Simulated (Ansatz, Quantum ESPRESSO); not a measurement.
# The basal face of Zr: relaxation and work function, part 2 of 3

Aim: the work function of the relaxed basal face of Zr, and how far the functional matters.

Quantum ESPRESSO 7.5; plane-wave DFT, PBE, GBRV ultrasoft pseudopotentials; geometry and cross-check by Ansatz 0.2.0 with PAW datasets.

So far. Step 2 (Geometry from Ansatz of (0001)): The relaxation lowers the energy by 12 meV an atom. Held were the atoms numbered 3 and 4; the forces quoted are those on the free ones.

### Step 3. Ground state of (0001), PBE

Both faces of the slab are alike, so a plain periodic cell serves and symmetry is kept.

Level of this step: plane-wave DFT, PBE, GBRV ultrasoft pseudopotentials (Quantum ESPRESSO 7.5).

The input, 0001.pbe.in:

```
&control
  prefix = '0001.pbe'
  outdir = './out'
  pseudo_dir = './pseudo'
  calculation = 'scf'
  tprnfor = .true.
/
&system
  ibrav = 0
  nat = 6
  ntyp = 1
  ecutwfc = 40
  ecutrho = 200
  occupations = 'smearing'
  smearing = 'mv'
  degauss = 0.02
/
&electrons
  conv_thr = 1e-07
  mixing_beta = 0.4
  electron_maxstep = 120
  mixing_mode = 'local-TF'
/
ATOMIC_SPECIES
  Zr  91.2240  zr_pbe_v1.uspp.F.UPF
CELL_PARAMETERS angstrom
  3.22999999998630 0.00000000000000 0.00000000000000
  1.61499999999315 2.79726205421187 0.00000000000000
  0.00000000000000 0.00000000000000 28.86347500000000
ATOMIC_POSITIONS crystal
  Zr  0.666666666667 0.666666666667 0.279628864298
  Zr  0.000000000000 -0.000000000000 0.364041489831
  Zr  0.666666666667 0.666666666667 0.455433380800
  Zr  0.000000000000 0.000000000000 0.544566619200
  Zr  0.666666666667 0.666666666667 0.635958495655
  Zr  0.000000000000 -0.000000000000 0.720371121318
K_POINTS automatic
  12 12 1 0 0 0
```

Launch:

```console
$ OMP_NUM_THREADS=1 mpirun -n 2 pw.x -nk 2 -in 0001.pbe.in > 0001.pbe.out
```

Output:

```text
Program PWSCF v.7.5 starts
[citation notice left out]

     Parallel version (MPI & OpenMP), running on       2 processor cores
     Number of MPI processes:                 2
     Threads/MPI process:                     1

     MPI processes distributed on     1 nodes
[...]
Current dimensions of program PWSCF are:
     Max number of different atomic species (ntypx) = 10
     Max number of k-points (npk) =  40000
     Max angular momentum in pseudopotentials (lmaxx) =  4
     Message from routine setup:
     using ibrav=0 with symmetry is DISCOURAGED, use correct ibrav instead

     K-points division:     npool     =       2
     Subspace diagonalization in iterative solution of the eigenvalue problem:
     a serial algorithm will be used

     G-vector sticks info
     --------------------
     sticks:   dense  smooth     PW     G-vecs:    dense   smooth      PW
     Sum         511     421    121                84179    60327   10539

     Using Slab Decomposition

     bravais-lattice index     =            0
     lattice parameter (alat)  =       6.1038  a.u.
     unit-cell volume          =    1759.8712 (a.u.)^3
     number of atoms/cell      =            6
     number of atomic types    =            1
     number of electrons       =        72.00
     number of Kohn-Sham states=           43
     kinetic-energy cutoff     =      40.0000  Ry
     charge density cutoff     =     200.0000  Ry
     scf convergence threshold =      1.0E-07
     mixing beta               =       0.4000
     number of iterations used =            8  local-TF  mixing
     Exchange-correlation= SLA  PW   PBE  PBE
                           (   1   4   3   4   0   0   0)

     celldm(1)=   6.103815  celldm(2)=   0.000000  celldm(3)=   0.000000
     celldm(4)=   0.000000  celldm(5)=   0.000000  celldm(6)=   0.000000

     crystal axes: (cart. coord. in units of alat)
               a(1) = (   1.000000   0.000000   0.000000 )
               a(2) = (   0.500000   0.866025   0.000000 )
               a(3) = (   0.000000   0.000000   8.936060 )

     reciprocal axes: (cart. coord. in units 2 pi/alat)
               b(1) = (  1.000000 -0.577350  0.000000 )
               b(2) = (  0.000000  1.154701  0.000000 )
               b(3) = (  0.000000  0.000000  0.111906 )

     PseudoPot. # 1 for Zr read from file:
     ./pseudo/zr_pbe_v1.uspp.F.UPF
     Pseudo is Ultrasoft + core correction, Zval = 12.0
     Generated by new atomic code, or converted to UPF format
     Using radial grid of  887 points,  6 beta functions with:
                l(1) =   0
                l(2) =   0
                l(3) =   1
                l(4) =   1
                l(5) =   2
                l(6) =   2
     Q(r) pseudized with  6 coefficients,  rinner =    1.200   1.200   1.200
                                                       1.200   1.200

     atomic species   valence    mass     pseudopotential
     Zr               12.00    91.22400     Zr( 1.00)

     12 Sym. Ops., with inversion, found ( 6 have fractional translation)

   Cartesian axes

     site n.     atom                  positions (alat units)
         1        Zr     tau(   1) = (   1.0000000   0.5773503   2.4987804  )
         2        Zr     tau(   2) = (   0.0000000   0.0000000   3.2530967  )
         3        Zr     tau(   3) = (   1.0000000   0.5773503   4.0697802  )
         4        Zr     tau(   4) = (   0.0000000   0.0000000   4.8662802  )
         5        Zr     tau(   5) = (   1.0000000   0.5773503   5.6829635  )
         6        Zr     tau(   6) = (   0.0000000   0.0000000   6.4372798  )

     number of k points=    19  Marzari-Vanderbilt smearing, width (Ry)=  0.0200
                       cart. coord. in units 2pi/alat
        k(    1) = (   0.0000000   0.0000000   0.0000000), wk =   0.0138889
        k(    2) = (   0.0000000   0.0962250   0.0000000), wk =   0.0833333
        k(    3) = (   0.0000000   0.1924501   0.0000000), wk =   0.0833333
        k(    4) = (   0.0000000   0.2886751   0.0000000), wk =   0.0833333
        k(    5) = (   0.0000000   0.3849002   0.0000000), wk =   0.0833333
        k(    6) = (   0.0000000   0.4811252   0.0000000), wk =   0.0833333
        k(    7) = (   0.0000000  -0.5773503   0.0000000), wk =   0.0416667
        k(    8) = (   0.0833333   0.1443376   0.0000000), wk =   0.0833333
        k(    9) = (   0.0833333   0.2405626   0.0000000), wk =   0.1666667
        k(   10) = (   0.0833333   0.3367877   0.0000000), wk =   0.1666667
[...]
k(   19) = (   0.3333333  -0.5773503   0.0000000), wk =   0.0277778

     Dense  grid:    84179 G-vectors     FFT dimensions: (  27,  27, 250)

     Smooth grid:    60327 G-vectors     FFT dimensions: (  27,  27, 225)

     Estimated max dynamical RAM per process >     245.52 MB

     Estimated total dynamical RAM >     470.48 MB

     Check: negative core charge=   -0.000001

     Initial potential from superposition of free atoms

     starting charge      71.9871, renormalised to      72.0000

     negative rho (up, down):  3.684E-01 0.000E+00
     Starting wfcs are   78 randomized atomic wfcs

     total cpu time spent up to now is        3.8 secs

     per-process dynamical memory:   107.4 Mb

     Self-consistent Calculation

     iteration #  1     ecut=    40.00 Ry     beta= 0.40
     Davidson diagonalization with overlap
     ethr =  1.00E-02,  avg # of iterations =  2.0

     negative rho (up, down):  3.675E-01 0.000E+00

     total cpu time spent up to now is        9.6 secs

     total energy              =    -594.83340404 Ry
     estimated scf accuracy    <       5.15891726 Ry

     iteration #  2     ecut=    40.00 Ry     beta= 0.40
[...]
negative rho (up, down):  3.680E-01 0.000E+00

[...]
total energy              =    -594.74993127 Ry
     estimated scf accuracy    <       1.50255816 Ry

     iteration #  3     ecut=    40.00 Ry     beta= 0.40
[...]
negative rho (up, down):  3.715E-01 0.000E+00

[...]
total energy              =    -594.76864577 Ry
     estimated scf accuracy    <       0.18087268 Ry

     iteration #  4     ecut=    40.00 Ry     beta= 0.40
[...]
negative rho (up, down):  3.739E-01 0.000E+00

[...]
total energy              =    -594.77544561 Ry
     estimated scf accuracy    <       0.25796746 Ry

     iteration #  5     ecut=    40.00 Ry     beta= 0.40
[...]
negative rho (up, down):  3.737E-01 0.000E+00

[...]
estimated scf accuracy    <       0.10802912 Ry

     iteration #  7     ecut=    40.00 Ry     beta= 0.40
[...]
negative rho (up, down):  3.748E-01 0.000E+00

[...]
total energy              =    -594.79167238 Ry
     estimated scf accuracy    <       0.04611028 Ry

     iteration #  8     ecut=    40.00 Ry     beta= 0.40
[...]
negative rho (up, down):  3.746E-01 0.000E+00

[...]
total energy              =    -594.79080156 Ry
     estimated scf accuracy    <       0.10345478 Ry

     iteration #  9     ecut=    40.00 Ry     beta= 0.40
[...]
negative rho (up, down):  3.749E-01 0.000E+00

[...]
total energy              =    -594.78309621 Ry
     estimated scf accuracy    <       0.13195345 Ry

     iteration # 10     ecut=    40.00 Ry     beta= 0.40
[...]
negative rho (up, down):  3.781E-01 0.000E+00

[...]
total energy              =    -594.78289542 Ry
     estimated scf accuracy    <       0.02017744 Ry

     iteration # 11     ecut=    40.00 Ry     beta= 0.40
[...]
negative rho (up, down):  3.765E-01 0.000E+00

[...]
total energy              =    -594.78359152 Ry
     estimated scf accuracy    <       0.05048345 Ry

     iteration # 12     ecut=    40.00 Ry     beta= 0.40
[...]
negative rho (up, down):  3.779E-01 0.000E+00

[...]
total energy              =    -594.78501132 Ry
     estimated scf accuracy    <       0.00082147 Ry

     iteration # 13     ecut=    40.00 Ry     beta= 0.40
[...]
negative rho (up, down):  3.751E-01 0.000E+00

[...]
total energy              =    -594.78489962 Ry
     estimated scf accuracy    <       0.00249385 Ry

     iteration # 14     ecut=    40.00 Ry     beta= 0.40
[...]
negative rho (up, down):  3.749E-01 0.000E+00

[...]
total energy              =    -594.78501236 Ry
     estimated scf accuracy    <       0.00006903 Ry

     iteration # 15     ecut=    40.00 Ry     beta= 0.40
[...]
negative rho (up, down):  3.746E-01 0.000E+00

[...]
total energy              =    -594.78504008 Ry
     estimated scf accuracy    <       0.00000655 Ry

     iteration # 16     ecut=    40.00 Ry     beta= 0.40
[...]
negative rho (up, down):  3.747E-01 0.000E+00

[...]
total energy              =    -594.78504128 Ry
     estimated scf accuracy    <       0.00000246 Ry

     iteration # 17     ecut=    40.00 Ry     beta= 0.40
[...]
negative rho (up, down):  3.747E-01 0.000E+00

[...]
total energy              =    -594.78504169 Ry
     estimated scf accuracy    <       0.00000076 Ry

     iteration # 18     ecut=    40.00 Ry     beta= 0.40
[...]
negative rho (up, down):  3.747E-01 0.000E+00

[...]
total energy              =    -594.78504165 Ry
     estimated scf accuracy    <       0.00000023 Ry

     iteration # 19     ecut=    40.00 Ry     beta= 0.40
[...]
negative rho (up, down):  3.747E-01 0.000E+00

[...]
End of self-consistent calculation

          k = 0.0000 0.0000 0.0000 (  7477 PWs)   bands (ev):

   -43.2479 -43.2479 -43.0540 -42.9832 -42.9042 -42.8972 -21.6192 -21.5787
   -21.3771 -21.0338 -20.8878 -20.8878 -20.8877 -20.8877 -20.7678 -20.7090
   -20.7090 -20.6458 -20.6458 -20.6456 -20.5829 -20.5829 -20.5751 -20.5751
     0.3080   0.7952   1.4693   2.1604   2.5686   2.7273   5.4950   5.6285
     6.1392   6.1437   6.4712   6.4712   6.4717   6.4717   6.5149   6.5717
     6.5717   6.6227   6.6227

          k = 0.0000 0.0962 0.0000 (  7495 PWs)   bands (ev):

   -43.2417 -43.2417 -43.0469 -42.9780 -42.8995 -42.8930 -21.6022 -21.5660
   -21.3711 -21.0512 -20.9461 -20.9289 -20.8997 -20.8997 -20.7766 -20.7496
   -20.7228 -20.6754 -20.6560 -20.6541 -20.6171 -20.6166 -20.5919 -20.5830
     0.4993   0.9812   1.6503   2.3433   2.7567   2.9096   5.3836   5.5160
     5.9457   5.9714   6.1141   6.2937   6.3334   6.5816   6.6015   6.6242
     6.6343   6.6378   6.7236

          k = 0.0000 0.1925 0.0000 (  7471 PWs)   bands (ev):

   -43.2248 -43.2248 -43.0273 -42.9638 -42.8865 -42.8812 -21.5561 -21.5329
   -21.3581 -21.1311 -21.0837 -21.0200 -20.9323 -20.9322 -20.8718 -20.8399
   -20.7593 -20.7483 -20.7234 -20.6923 -20.6842 -20.6552 -20.6167 -20.6048
     1.0337   1.4912   2.1329   2.8197   3.2494   3.3782   5.0492   5.1003
     5.4570   5.5500   5.7024   5.8981   5.9206   6.1842   6.4769   6.5447
     6.8398   6.8645   6.9261

          k = 0.0000 0.2887 0.0000 (  7477 PWs)   bands (ev):

   -43.2016 -43.2016 -42.9996 -42.9450 -42.8687 -42.8653 -21.5005 -21.4961
   -21.3568 -21.2812 -21.2457 -21.1420 -21.0204 -20.9763 -20.9761 -20.9601
   -20.8745 -20.8074 -20.8024 -20.7228 -20.7187 -20.6888 -20.6507 -20.6352
     1.7843   2.1629   2.7013   3.2933   3.7158   3.7948   4.5790   4.7640
     4.9797   5.1182   5.3403   5.5886   5.6109   6.0335   6.3336   6.4888
     6.6228   6.8737   6.9874

          k = 0.0000 0.3849 0.0000 (  7516 PWs)   bands (ev):

   -43.1782 -43.1782 -42.9704 -42.9272 -42.8512 -42.8494 -21.5009 -21.4943
   -21.4330 -21.4196 -21.3157 -21.2841 -21.1448 -21.0671 -21.0198 -21.0195
   -20.9620 -20.8538 -20.8371 -20.7612 -20.7433 -20.7346 -20.6849 -20.6661
     2.5065   2.6904   3.0132   3.3587   3.6268   3.7361   4.2655   4.5257
     4.7441   4.8273   5.1993   5.8047   5.8462   6.3453   6.4075   6.6141
     6.7178   6.7510   6.9050

          k = 0.0000 0.4811 0.0000 (  7536 PWs)   bands (ev):

   -43.1610 -43.1610 -42.9470 -42.9158 -42.8384 -42.8378 -21.5838 -21.5790
   -21.4935 -21.4756 -21.4005 -21.3337 -21.1739 -21.1152 -21.0513 -21.0509
   -20.9879 -20.8871 -20.8499 -20.7891 -20.7817 -20.7679 -20.7099 -20.6890
     2.8467   2.8614   3.0956   3.2622   3.3417   3.4962   4.0678   4.3564
     4.6463   4.7828   5.0819   5.9599   6.1697   6.5203   6.8284   6.8460
     6.9171   7.0100   7.1161

[...]
the Fermi energy is     5.7399 ev

!    total energy              =    -594.78504167 Ry
     estimated scf accuracy    <       0.00000004 Ry
     smearing contrib. (-TS)   =      -0.00187837 Ry
     internal energy E=F+TS    =    -594.78316330 Ry

     The total energy is F=E-TS. E is the sum of the following terms:
     one-electron contribution =   -4194.07647963 Ry
     hartree contribution      =    2102.56347601 Ry
     xc contribution           =    -106.47801319 Ry
     ewald contribution        =    1603.20785352 Ry

     convergence has been achieved in  19 iterations

     negative rho (up, down):  3.747E-01 0.000E+00

     Forces acting on atoms (cartesian axes, Ry/au):

     atom    1 type  1   force =     0.00000000    0.00000000    0.00120011
     atom    2 type  1   force =     0.00000000    0.00000000   -0.00109291
     atom    3 type  1   force =     0.00000000    0.00000000   -0.00124921
     atom    4 type  1   force =     0.00000000    0.00000000    0.00124921
     atom    5 type  1   force =     0.00000000   -0.00000000    0.00109291
     atom    6 type  1   force =     0.00000000    0.00000000   -0.00120011

     Total force =     0.002897     Total SCF correction =     0.000916
     SCF correction compared to forces is large: reduce conv_thr to get better values

[...]
=------------------------------------------------------------------------------=
   JOB DONE.
=------------------------------------------------------------------------------=
```

Elapsed: 1.9 min, on 2 MPI ranks of Arm Neoverse V2, shared host; peak memory 0.55 GiB.

Numbers from this step:

- free energy: -8092.4628 eV
- Fermi energy: 5.740 eV

### Step 4. Electrostatic potential of (0001)

plot_num = 11 writes the bare and Hartree potential. It leaves out exchange and correlation, which fade slowly, so it flattens close to the surface.

The input, 0001.pbe.pot.in:

```
&inputpp
  prefix = '0001.pbe'
  outdir = './out'
  filplot = '0001.pbe.pot.dat'
  plot_num = 11
/
```

Launch:

```console
$ OMP_NUM_THREADS=1 mpirun -n 2 pp.x -in 0001.pbe.pot.in > 0001.pbe.pot.out
```

Output:

```text
[banner, memory and clock lines left out]
Program POST-PROC v.7.5 starts

          URL

     ./out/0001.pbe.save/

     IMPORTANT: XC functional enforced from input :
     Exchange-correlation= PBE
                           (   1   4   3   4   0   0   0)
     Any further DFT definition will be discarded
     Please, verify this is what you really want

     Check: negative core charge=   -0.000001

     negative rho (up, down):  3.747E-01 0.000E+00

     Calling punch_plot, plot_num =  11
     Writing data to file  0001.pbe.pot.dat
     Message from routine chdens:
     namelist plot not found or invalid, exiting
```

Elapsed: 1 s, on 2 MPI ranks; peak memory 0.16 GiB.

This step gave:

```
work function of the upper face                                       : 4.174 eV
slope of the potential above                                          : 0.001459 eV/Å
upper vacuum line continued to the top atoms, over the Fermi level    : 4.166 eV
work function of the lower face                                       : 4.174 eV
slope of the potential below                                          : -9.76e-4 eV/Å
lower vacuum line continued to the bottom atoms, over the Fermi level : 4.169 eV
```

The potential energy, planar mean oscillates, so the rows of the table below give means over windows of 2.6 Å about each position, cut where the curve ends. Its maxima inside the range that stand out by 2 % of the span (Å: eV): 9.2: -1.01, 11.8: -0.0214, 14.4: -0.405, 17.1: -0.0215, 19.6: -1.01. Its minima: 8.1: -26.8, 10.5: -26.6, 13.2: -26.6, 15.7: -26.6, 18.4: -26.6, 20.8: -26.8.

Electrostatic potential energy of an electron; zero at the Fermi level. Potential energy, planar mean against z; means over each step:

```
z (Å)  potential energy, planar mean (eV)
 1.30                                4.17
 3.90                                4.15
 6.50                               -1.05
 9.10                               -12.5
11.70                               -10.5
14.30                               -11.2
16.90                               -10.5
19.50                               -12.6
22.10                               -3.98
24.70                                4.14
27.30                                4.17
```

[end of part 2 of 3]

[Logs are printed without paths, hosts, clocks, repeated set-up lines and the standing remarks that a program may print on its own settings, such as how far it seeks lower states.]

[Hosts, paths, dates, database ids (printed as entryN), source tags and the programs' standing remarks are cut or masked in the printed files.]

[Maps of the electrostatic potential energy from Ansatz leave out the sawtooth potential of an applied field or a dipole correction, so their vacuum need not be flat; planar profiles and work functions include it.]
